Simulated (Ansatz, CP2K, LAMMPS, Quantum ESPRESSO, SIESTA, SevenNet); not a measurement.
# Structure of amorphous Si0.875Ge0.125 (72 atoms) across programs

Aim: relax amorphous Si0.875Ge0.125 (72 atoms), then compare forces and pressure from several programs at that geometry.

All numbers are calculated, not measured.

## 1. The cell

The cell holds 72 atoms (63 Si and 9 Ge), with edges of 11.44, 11.44 and 11.44 Å. Recipe: 72 atoms (63 Si, 9 Ge) placed at random at 2.69 g/cm³, melted at 3500 K for 10 ps at fixed volume with the Tersoff potential (Tersoff, Phys. Rev. B 39, 5566 (1989)). Quenched from 3500 K to 300 K at 20 K/ps and fixed volume, annealed at 800 K for 20 ps, held 5 ps, then minimised at fixed cell. Then the atoms were relaxed with SevenNet 0 in the fixed cell. Then the atoms were relaxed with CP2K double zeta, PBE.

## 2. The relaxation

CP2K double zeta (DZVP-MOLOPT-SR, GTH-PBE potentials, 280 Ry; k-points Γ) took 30 geometry steps and reached its thresholds. It started from the geometry that SevenNet 0 had relaxed.

Wall time 12 min (4 MPI ranks of Intel Xeon Platinum 8488C (Sapphire Rapids), shared host); peak memory 2.6 GiB.

```tsv
	before	after
energy (meV/atom)	0	-19.0
Si-Si bonds under 2.83 Å	112 at 2.385 Å	113 at 2.386 Å
Si-Ge bonds under 2.88 Å	31 at 2.464 Å	30 at 2.459 Å
Ge-Ge bonds under 2.83 Å	3 at 2.568 Å	2 at 2.529 Å
```

Atoms moved by 0.21 Å r.m.s. and 0.76 Å at most, with the common shift taken off.

## 3. Local order after relaxation

Density 2.69 g/cm³, 20.81 Å³ an atom.

Pair distribution functions g(r), in bins of 0.2 Å:

```tsv
r (Å)	total	Si-Si	Si-Ge	Ge-Ge
2.20	0.36	0.46	0.00	0.00
2.40	4.95	5.09	4.62	2.40
2.60	0.45	0.41	0.48	2.22
2.80	0.03	0.00	0.14	0.00
3.00	0.10	0.07	0.12	1.55
3.20	0.26	0.29	0.21	0.00
3.40	0.75	0.65	1.17	0.00
3.60	1.52	1.46	1.78	0.00
3.80	1.73	1.77	1.60	1.06
4.00	1.72	1.74	1.77	0.00
4.20	1.39	1.33	1.49	2.54
4.40	0.98	1.03	0.77	1.52
4.60	0.67	0.69	0.64	0.00
4.80	0.83	0.82	0.82	1.27
5.00	0.61	0.54	0.88	0.00
5.20	0.86	0.93	0.66	0.00
5.40	0.85	0.92	0.69	0.00
5.60	1.15	1.15	1.13	1.43
```

Bonds by pair of elements; cutoffs follow the first minimum of g(r), held within bounds set by covalent radii, and pairs that aren't listed don't count as bonded:

```tsv
pair A-B	cutoff (Å)	bonds	mean length (Å)	spread (Å)	shortest (Å)	B about A	A about B
Si-Si	2.83	113	2.39	0.073	2.28	3.59	3.59
Si-Ge	2.88	30	2.46	0.079	2.37	0.476	3.33
Ge-Ge	2.83	2	2.53	0.059	2.47	0.444	0.444
```

How many atoms have how many bonded neighbours:

```tsv
element	mean	3	4	5
Ge	3.78	2	7	0
Si	4.06	1	57	5
```

Bond angles (no mean is given where the spread exceeds 20°):

```tsv
angle	count	mean (°)	spread (°)
Si-Si-Si	305	110	14.7
Ge-Si-Si	85	105	12.3
Si-Ge-Si	36	110	11.5
Ge-Ge-Si	12	107	16.6
Ge-Si-Ge	5	-	-
```

Bond length by coordination (bonds to H left out):

```tsv
element	coordination	atoms	mean bond length (Å)
Ge	3	2	2.52
Ge	4	7	2.46
Si	3	1	2.32
Si	4	57	2.38
Si	5	5	2.49
```

Rings of the network by King's shortest-path rule, up to 12 atoms, one path for each pair of neighbours; H, halogens, alkali and alkaline-earth atoms are left out, and the last column divides by all other atoms, bonded or not:

```tsv
ring size (atoms)	rings	per network atom
4	4	0.056
5	34	0.472
6	65	0.903
7	29	0.403
8	11	0.153
9	1	0.014
```

With the cutoffs above, 78 % of Ge atoms have 4 and 90 % of Si atoms have 4 bonded neighbours. The Si-Si-Si angle averages 110° with a spread of 15°. Rings of 6 atoms are the most common (45 % of those counted); sizes run from 4 to 9.

## 4. The plane-wave reference

Quantum ESPRESSO 7.5: Kohn-Sham DFT, PBE, SSSP efficiency 1.3.0 pseudopotentials, plane waves. Its input for the relaxed cell:

```
&control
  calculation = 'scf'
  pseudo_dir = './pseudo'
  outdir = './tmp'
  disk_io = 'none'
  tprnfor = .true.
  tstress = .true.
/
&system
  ibrav = 0
  nat = 72
  ntyp = 2
  ecutwfc = 45
  ecutrho = 360
  nosym = .true.
  occupations = 'smearing'
  smearing = 'fd'
  degauss = 0.003675
/
&electrons
  conv_thr = 3.6e-07
  electron_maxstep = 100
  mixing_beta = 0.2
  mixing_mode = 'local-TF'
  diagonalization = 'david'
/
ATOMIC_SPECIES
Si 28.085 Si.upf
Ge 72.630 Ge.upf
CELL_PARAMETERS angstrom
11.44200 0.00000 0.00000
0.00000 11.44200 0.00000
0.00000 0.00000 11.44200
ATOMIC_POSITIONS crystal
Si 0.42455 0.68297 0.80017
Si 0.13056 0.67156 0.21745
Si 0.10911 0.82446 0.36715
[... 67 atom lines left out ...]
Ge 0.08702 0.11028 0.20306
Ge 0.22467 0.48239 0.92992
K_POINTS gamma
```

It took 2.1 min on 4 MPI ranks of Intel Xeon Platinum 8488C (Sapphire Rapids), shared host; peak memory 4.2 GiB.

## 5. All levels at this geometry

CPU times are from a shared host and are rough.

```
                level                    basis or training data  k-points  own r.m.s. force (meV/Å)  difference from the reference (meV/Å)  pressure (GPa)  CPU time  memory (GiB)
              QE, PBE   plane waves, SSSP efficiency, 45/360 Ry         Γ                        29                                      -            0.77   8.3 min           4.2
CP2K triple zeta, PBE     TZV2P-UZH, GTH-PBE potentials, 350 Ry         Γ                        20                                     22            0.45    11 min           4.3
      SIESTA DZP, PBE  DZP orbitals, shift 0.01 Ry, mesh 250 Ry         Γ                        52                                     59            1.35   5.9 min           1.9
           SevenNet 0        trained on PBE(+U) plane-wave data         -                       166                                    168            0.67     7.2 s          0.74
```

## 6. What came out

Relaxation in the fixed cell lowers the energy by 19 meV/atom at its own level and moves atoms by up to 0.76 Å. By the cutoffs of the final cell 1 bond formed and 2 were lost, leaving 145. The reference finds an r.m.s. force of 29 meV/Å there and a pressure of 0.77 GPa, at a geometry that CP2K double zeta made.

Forces differ from the reference's by 22 meV/Å (CP2K triple zeta, PBE), 59 meV/Å (SIESTA DZP, PBE) and 168 meV/Å (SevenNet 0). CP2K double zeta is at its own minimum here, so the reference's force is itself a measure of how the two differ. Pressures lie -0.1 GPa (SevenNet 0), -0.3 GPa (CP2K triple zeta, PBE) and +0.6 GPa (SIESTA DZP, PBE) from the reference's. The levels on either side of half filling lie 0.25 eV apart in the reference, but the smearing leaves some partly filled, so none is tabled. With the cutoffs above, 78 % of Ge atoms have 4 and 90 % of Si atoms have 4 bonded neighbours. Rings of 6 atoms are the most common (45 % of those counted); sizes run from 4 to 9.

**Limits.** The density was set by the recipe and held. One sample of a disordered cell; defect or tail levels can set the gap. The quench rate of 20 K/ps is many orders above laboratory rates, so the cell is likely richer in defects and strain than a real sample. The reference samples only Γ, in a cell whose shortest periodic width is 11 Å. The plane-wave runs aren't exact: their cutoffs and mesh weren't converged further here. SIESTA's automatically made basis is far from complete, and its potentials were converted by us (checked for H, C, O, Si, Ge and Ca alone). Spin–orbit coupling is left out. Where levels are smeared, the DFT runs use Fermi–Dirac occupations at 580 K (0.05 eV), and energies are free energies.

[Logs are printed without paths, hosts, clocks, repeated set-up lines and the standing remarks that a program may print on its own settings, such as how far it seeks lower states.]

[Hosts, paths, dates, database ids (printed as entryN), source tags and the programs' standing remarks are cut or masked in the printed files.]
